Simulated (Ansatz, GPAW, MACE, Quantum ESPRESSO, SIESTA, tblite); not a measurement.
**Other levels on Nb(100)/C(110) interface (68 atoms)**

The cell holds 68 atoms: 20 Nb and 48 C. Its edges and angles: a = 7.134 Å, b = 7.567 Å, c = 22.999 Å, α = 90.0°, β = 90.0°, γ = 90.0°. Bcc Nb(100), 4 repeat layers, 5 surface cells, strained -3.32 and +2.54 %; diamond-structure C(110), 4 layers, 6 cells, -0.00 and -0.00 %; outer planes 2.25 Å apart, 12 Å of vacuum above; not relaxed, displaced by a Gaussian of 0.02 Å. Then every atom was moved at random, 0.05 Å r.m.s. a Cartesian component. Regions: Nb, 20 atoms (20 Nb); C, 48 atoms (48 C). Vacuum lies along c.

Geometry: as built.

The reference, a calculation:

```
method                 : Kohn-Sham DFT, PBE, PAW, plane waves (Ansatz 0.2.0); cutoff 420 eV, Γ point, fermi-dirac smearing of 0.05 eV; PAW set soft_2
r.m.s. force component : 2.342 eV/Å
longest force          : 9.325 eV/Å
SCF cycles             : 15
time                   : 17 s on 4 threads of Arm Neoverse V1, shared host
CPU time               : 65 s
```

Q: Estimate the differences from the reference, the CPU time and the memory of each run.
- SIESTA PBE, DZP, shift 0.01 Ry, mesh 100 Ry (SIESTA 5.4.2; 1 thread)
- SIESTA PBE, DZP, shift 0.002 Ry, mesh 300 Ry (SIESTA 5.4.2; 2 MPI ranks)
- SIESTA PBE, DZ, shift 0.01 Ry, mesh 300 Ry (SIESTA 5.4.2; 1 thread)
- MACE MPA-0 medium potential (MACE MPA-0 medium; 1 thread)
- MACE MP-0b3 medium potential (MACE MP-0b3 medium; 1 thread)
- SIESTA PBE, DZP, shift 0.01 Ry, mesh 300 Ry (SIESTA 5.4.2; 2 MPI ranks)
- GPAW PBE, grid h 0.24 Å (GPAW 26.7.0; 2 MPI ranks)
- tblite GFN1-xTB (tblite 0.8.0; 1 thread)
- MACE MP-0b2 small potential (MACE MP-0b2 small; 1 thread)
- GPAW PBE, LCAO dzp, h 0.28 Å (GPAW 26.7.0; 1 thread)

Differences are against the plane-wave reference, forces as r.m.s. over components; share is that over the reference's r.m.s. force, slope the least-squares factor from reference forces to these. Total energies of different programs have different zeros and aren't compared.

```
                                                 run  Δ force, r.m.s. (meV/Å)  share (%)  slope  cores  CPU time  memory (GiB)
                                           reference                        -          -      -      4      65 s           1.4
SIESTA PBE, DZP, shift 0.01 Ry, mesh 100 Ry (coarse)                      237       10.1  1.035      1   2.5 min          0.47
        SIESTA PBE, DZP, shift 0.002 Ry, mesh 300 Ry                      268       11.5  1.034      2    21 min           1.9
 SIESTA PBE, DZ, shift 0.01 Ry, mesh 300 Ry (coarse)                      369       15.8  1.071      1   3.2 min           0.7
                         MACE MPA-0 medium potential                      667       28.5  0.819      1     8.3 s           1.1
                        MACE MP-0b3 medium potential                      579       24.7  0.846      1     8.3 s           1.1
         SIESTA PBE, DZP, shift 0.01 Ry, mesh 300 Ry                      237       10.1  1.035      2   9.1 min           1.3
                    GPAW PBE, grid h 0.24 Å (coarse)                      673       28.7  0.921      2   9.2 min           1.4
                                     tblite GFN1-xTB                      541       23.1  0.973      1     3.3 s          0.11
                         MACE MP-0b2 small potential                      471       20.1  0.917      1     7.2 s          0.66
               GPAW PBE, LCAO dzp, h 0.28 Å (coarse)                      270       11.5  1.025      1   6.5 min          0.69
```

Rows marked coarse were listed beforehand as settings not expected to be converged; some can still land near the reference.

Times of the machine-learned potentials are mostly Python's start and the loading of weights.

CPU time is summed over cores on a shared host, where runs went side by side, so it is rough. Symmetry, cutoffs, thresholds, outputs and thread counts weren't matched or tuned between programs; memory under MPI is the largest rank's times the ranks.

The PBE runs in local orbitals, coarse settings apart, differ by 10 % (SIESTA PBE, DZP, shift 0.01 Ry, mesh 300 Ry) to 11 % (SIESTA PBE, DZP, shift 0.002 Ry, mesh 300 Ry); basis, grid and potentials can all enter. Tight binding differs by 23 % (tblite GFN1-xTB); it is another model, with fitted parameters of its own, and the xTB methods hold dispersion. Machine-learned potentials differ by 20 % (MACE MP-0b2 small potential) to 28 % (MACE MPA-0 medium potential); they were trained on other programs' data. Among those trained on PBE data the slope goes as low as 0.82, which softening far from their training structures can give, though the reference's k-sampling is untested too. Runs with settings chosen to be coarse differ by 10 % (SIESTA PBE, DZP, shift 0.01 Ry, mesh 100 Ry) to 29 % (GPAW PBE, grid h 0.24 Å), their programs' other errors included. Periodic xTB results under one method name differ between programs and library versions. Machine-learned potentials mimic data converged in k, so the reference's own k-point error enters their differences. The electronic-structure runs sample only Γ, in a cell whose shortest periodic width is 7 Å, which is coarse for a cell with partly filled levels.

[Logs are printed without paths, hosts, clocks, repeated set-up lines and the standing remarks that a program may print on its own settings, such as how far it seeks lower states.]

[Hosts, paths, dates, database ids (printed as entryN), source tags and the programs' standing remarks are cut or masked in the printed files.]
